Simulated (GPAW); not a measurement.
# Dielectric function and optical constants of ZnS, part 2 of 2

Aim: the dielectric function of ZnS, and the optical constants that follow from it. The cell comes from an older database entry, whose edges can differ from later determinations, mostly by under a per cent.

GPAW 26.7.0; DFT, PBE, plane-wave PAW (GPAW data sets), scalar-relativistic, RPA, optical limit.

So far. Step 2 (Ground state): There is a gap, 2.11 eV on this mesh (points off the mesh can give less), so no carriers' term is needed.

The database entry behind the starting cell differs from later determinations by our own check (about 0.1 % short), so it need not match the best structure at ambient conditions.

## (4) Dielectric function, RPA

Local fields let the induced charge screen the field inside the cell, which as a rule lowers ε, most along directions where the density is uneven.

This step: DFT, PBE, plane-wave PAW (GPAW data sets), scalar-relativistic, RPA, optical limit (GPAW 26.7.0).

df.py reads:

```python
from gpaw.response.df import DielectricFunction

df = DielectricFunction('full.gpw', frequencies={'type': 'nonlinear', 'domega0': 0.03, 'omega2': 8},
                        ecut=60,
                        eta=0.2,
                        nbands=30,
                        txt='df.txt')
for direction in ['x']:
    df.get_dielectric_function(xc='RPA', direction=direction, filename=f'df_{direction}.csv')
```

On the command line:

```bash
$ OMP_NUM_THREADS=1 python df.py
```

Numbers of over 12 decimals in the logs are rounded to 6 here.

The log of the run:

```text
Using integrator: PointIntegrator
NonLinearFrequencyDescriptor(from 0.000 to 47.611 eV, 459 points)
Nonperiodic BCs:  [False False False]
Using integrator: PointIntegrator
NonLinearFrequencyDescriptor(from 0.000 to 47.611 eV, 459 points)
Nonperiodic BCs:  [False False False]

Calculating chi0 body with:
    Ground state adapter containing:
    Number of spins: 1
    Number of kpoints: 1331
    Number of irreducible kpoints: 56
    Number of completely occupied states: 9
    Number of partially occupied states: 9

    Linear response parametrization:
    q_c: [0.0, 0.0, 0.0]
    Number of frequency points: 459
    Planewave cutoff: 60.0
    Number of bands: 30
    Number of planewaves: 51
    Broadening (eta): 0.2

Integrating chi0 body.

Symmetries of q_c:
    Direct symmetries (Uq -> q): 24
    Indirect symmetries (TUq -> q): 24
In total 48 allowed symmetries.

56 groups of equivalent kpoints. 95.792637% reduction.

Integral kind: spectral function

Calculating chi0 optical extensions with:
    Ground state adapter containing:
    Number of spins: 1
    Number of kpoints: 1331
    Number of irreducible kpoints: 56
    Number of completely occupied states: 9
    Number of partially occupied states: 9

    Linear response parametrization:
    Number of frequency points: 459
    Planewave cutoff: 60.0
    Number of bands: 30
    Number of planewaves: 51
    Broadening (eta): 0.2
Integrating chi0 head and wings.

Symmetries of q_c:
    Direct symmetries (Uq -> q): 24
    Indirect symmetries (TUq -> q): 24
In total 48 allowed symmetries.

56 groups of equivalent kpoints. 95.792637% reduction.

Integral kind: spectral function wings
```

Wall time 9.2 s (1 thread of Arm Neoverse N1, shared host); peak memory 0.27 GiB.

Numbers from this step:

| Quantity | Value |
| --- | --- |
| electronic dielectric constant ε∞, mean over x, y and z (by symmetry where fewer were run) | 5.594 |
| main peak of Im epsilon, first axis | 5.972 eV |

Some rows of df_x.csv (energy; Re and Im without local fields; Re and Im with them):

```text
0.000000, 6.269304, 0.000000, 5.593606, -0.000000
0.555532, 6.326591, 0.042583, 5.645013, 0.038298
1.143969, 6.529985, 0.102571, 5.828705, 0.093311
1.768324, 7.005005, 0.265430, 6.265564, 0.250929
2.431988, 7.659950, 0.698603, 6.841076, 0.673479
3.138794, 8.132092, 1.543104, 7.162711, 1.488280
3.893091, 9.457342, 3.710924, 8.242627, 3.443797
4.699832, 7.657020, 6.536379, 6.396973, 6.002250
5.564682, 8.558416, 8.958444, 6.507035, 7.099533
6.494155, -0.237871, 10.999709, 0.265981, 9.014207
7.495775, 0.109244, 8.511251, 1.064506, 5.532274
8.578281, -2.564887, 4.930633, -1.041187, 4.428719
9.751884, -1.888701, 2.677204, -1.235459, 2.627861
11.028587, -1.612632, 2.019944, -0.873484, 2.149822
12.422601, -1.210839, 1.363161, -0.670412, 1.613743
13.950874, -0.758581, 0.980851, -0.360657, 1.132227
15.633783, -0.276929, 0.544813, -0.092361, 0.607585
17.496047, 0.027276, 0.446836, 0.227297, 0.447055
19.567954, 0.122250, 0.348042, 0.294462, 0.507422
```

Values under the direct gap are tails of Lorentzian lines. Table of Im ε, E ∥ x by photon energy; read off at these points:

photon energy (eV), Im ε, E ∥ x and a bar:
```
     0.00       0.00 
     0.50       0.03 
     1.00       0.08 
     1.50       0.15 
     2.00       0.48 ##
     2.50       0.80 ###
     3.00       1.33 ####
     3.50       2.02 #######
     4.00       4.09 #############
     4.50       5.12 #################
     4.70       6.00 ###################
     5.00       5.05 ################
     5.50       6.75 ######################
     6.00       9.28 ##############################
     6.50       8.97 #############################
     7.00       4.89 ################
     7.50       5.54 ##################
     8.00       5.95 ###################
     8.50       4.58 ###############
     9.00       3.59 ############
     9.50       3.19 ##########
    10.00       2.38 ########
    10.50       2.43 ########
    11.00       2.17 #######
    11.50       1.78 ######
    12.00       1.64 #####
    12.50       1.53 #####
    13.00       1.35 ####
    13.50       1.05 ###
    14.00       1.14 ####
    14.50       0.83 ###
    15.00       0.69 ##
    15.50       0.59 ##
    16.00       0.59 ##
    16.50       0.50 ##
    17.00       0.43 #
    17.50       0.45 #
    18.00       0.47 ##
    18.50       0.44 #
    19.00       0.46 #
    19.50       0.51 ##
    20.00       0.42 #
    20.50       0.38 #
    21.00       0.37 #
    21.50       0.31 #
```

Table of Re ε, E ∥ x by photon energy:

photon energy (eV), Re ε, E ∥ x and a bar from the least value:
```
        0       5.59 #######################
        1       5.77 #######################
        2       6.47 ##########################
        3       6.99 ###########################
        4       7.85 ##############################
        5       5.83 #######################
        6       3.93 #################
        7      -0.19 ####
        8      -0.20 ####
        9      -1.38 
       10      -0.97 #
       11      -0.87 ##
       12      -0.51 ###
       13      -0.58 ###
       14      -0.39 ###
       15      -0.31 ###
       16      -0.07 ####
       17       0.11 #####
       18       0.23 #####
       19       0.32 ######
       20       0.27 #####
       21       0.33 ######
```

The reflectivity at normal incidence, E ∥ x has structure finer than the step of the table below, so its rows give means over 0.5 eV, whole bins alone (the curve runs from 0 to 21.9 eV). Peaks (eV: height): 6.60: 40.6, 8.89: 38.1, 11.25: 33.2, 13.43: 32.9, 14.40: 32.5.

Table of reflectivity at normal incidence, E ∥ x by photon energy; means over each step:

```
photon energy (eV)  reflectivity at normal incidence, E ∥ x (%)
               0.5                                         16.6
               1.0                                         17.0
               1.5                                         17.8
               2.0                                         18.9
               2.5                                         20.3
               3.0                                         20.9
               3.5                                         22.9
               4.0                                         25.4
               4.5                                         27.0
               5.0                                         25.7
               5.5                                         29.5
               6.0                                         34.7
               6.5                                         39.0
               7.0                                         31.9
               7.5                                         28.6
               8.0                                         33.9
               8.5                                         35.6
               9.0                                         36.5
               9.5                                         36.1
              10.0                                         33.1
              10.5                                         29.2
              11.0                                         32.3
              11.5                                         31.6
              12.0                                         27.9
              12.5                                         30.0
              13.0                                         29.5
              13.5                                         30.8
              14.0                                         27.8
              14.5                                         31.8
              15.0                                         30.0
              15.5                                         24.6
              16.0                                         21.9
              16.5                                         20.8
              17.0                                         15.6
              17.5                                         11.3
              18.0                                         10.5
              18.5                                         9.02
              19.0                                         8.11
              19.5                                         8.54
              20.0                                         9.35
              20.5                                         7.96
              21.0                                         7.63
              21.5                                         6.97
```

The refractive index n and extinction k by photon energy:

```
photon energy (eV)      n       k
                 0   2.37       0
                 1   2.40  0.0160
                 2   2.55  0.0942
                 3   2.66   0.251
                 4   2.89   0.707
                 5   2.60   0.971
                 6   2.65    1.75
                 7   1.53    1.59
                 8   1.70    1.75
                 9   1.11    1.62
                10  0.893    1.33
                11  0.856    1.27
                12  0.776    1.06
                13  0.666    1.01
                14  0.636   0.894
                15  0.472   0.729
                16  0.511   0.575
                17  0.530   0.408
                18  0.616   0.381
                19  0.660   0.346
                20  0.619   0.338
                21  0.644   0.291
```

The Im ε, E ∥ x has structure finer than the step of the table below, so its rows give means over 1 eV, whole bins alone (the curve runs from 0 to 21.9 eV). Peaks (eV: height): without local fields 6.0: 12.1, 7.5: 8.51; with local fields 6.0: 9.33, 8.0: 5.97.

Values under the direct gap are tails of Lorentzian lines. The Im ε, E ∥ x by photon energy; means over each step:

```
photon energy (eV)  without local fields  with local fields
                 1                0.0902             0.0821
                 2                 0.451              0.434
                 3                  1.50               1.45
                 4                  3.82               3.53
                 5                  6.28               5.54
                 6                  11.1               8.63
                 7                  7.77               5.76
                 8                  6.99               5.44
                 9                  3.99               3.80
                10                  2.66               2.51
                11                  2.10               2.15
                12                  1.57               1.65
                13                  1.12               1.33
                14                 0.861               1.02
                15                 0.570              0.689
                16                 0.496              0.575
                17                 0.423              0.443
                18                 0.394              0.462
                19                 0.363              0.468
                20                 0.290              0.433
                21                 0.245              0.359
```

From ε follow the optical constants at some laser and lamp lines:

```
wavelength (nm)     n      k  R (%)     1/α
           1550  2.39  0.012   16.8   10 µm
            532  2.58  0.113   19.6  375 nm
            450  2.63  0.271   20.6  132 nm
            365  2.75  0.335   22.3   87 nm
            308  2.87  0.728   26.0   34 nm
            248  2.60  0.971   25.2   20 nm
            193  2.28  2.032   38.8  7.6 nm
```

Below the direct gap, k and the depth come from the tails of the Lorentzian lines, not from transitions.

Rows near the edge hang on the gap, which this functional as a rule makes too small, and phonon-assisted absorption is left out.

## (5) Results

```json
{
  "electronic dielectric constant ε∞, mean over x, y and z (by symmetry where fewer were run) (RPA)": "5.59",
  "main peak of Im epsilon, first axis": "5.97 eV"
}
```

**Reading.** At this level (PBE, RPA) ZnS has ε∞ = 5.59 and n = 2.39 at 1550 nm, and Im ε peaks at 6.0 eV. On the mesh the gap is 2.11 eV and the least direct gap 2.11 eV. Local fields change the static value along x from 6.27 to 5.59 (-11 %). Distinct maxima of Im ε, read by a parabola through the highest points, lie at 4.69 eV (6.0), 5.97 eV (9.3) and 7.98 eV (6.0). Excitons and phonon-assisted transitions are missing; PBE gaps are as a rule too small, which pulls the onset down and ε∞ up. The sum runs over mesh points, so small or evenly spaced maxima can still be ripples of the mesh. In this version of GPAW the matrix elements of the optical limit are incomplete, which can lower ε − 1 by up to a tenth where first-row anions or d states rule, and shift it by more in d metals.

[Machine, clock and banner lines and Python warnings are left out of the logs.]

[Logs are printed without paths, hosts, clocks, repeated set-up lines and the standing remarks that a program may print on its own settings, such as how far it seeks lower states.]

[Hosts, paths, dates, database ids (printed as entryN), source tags and the programs' standing remarks are cut or masked in the printed files.]
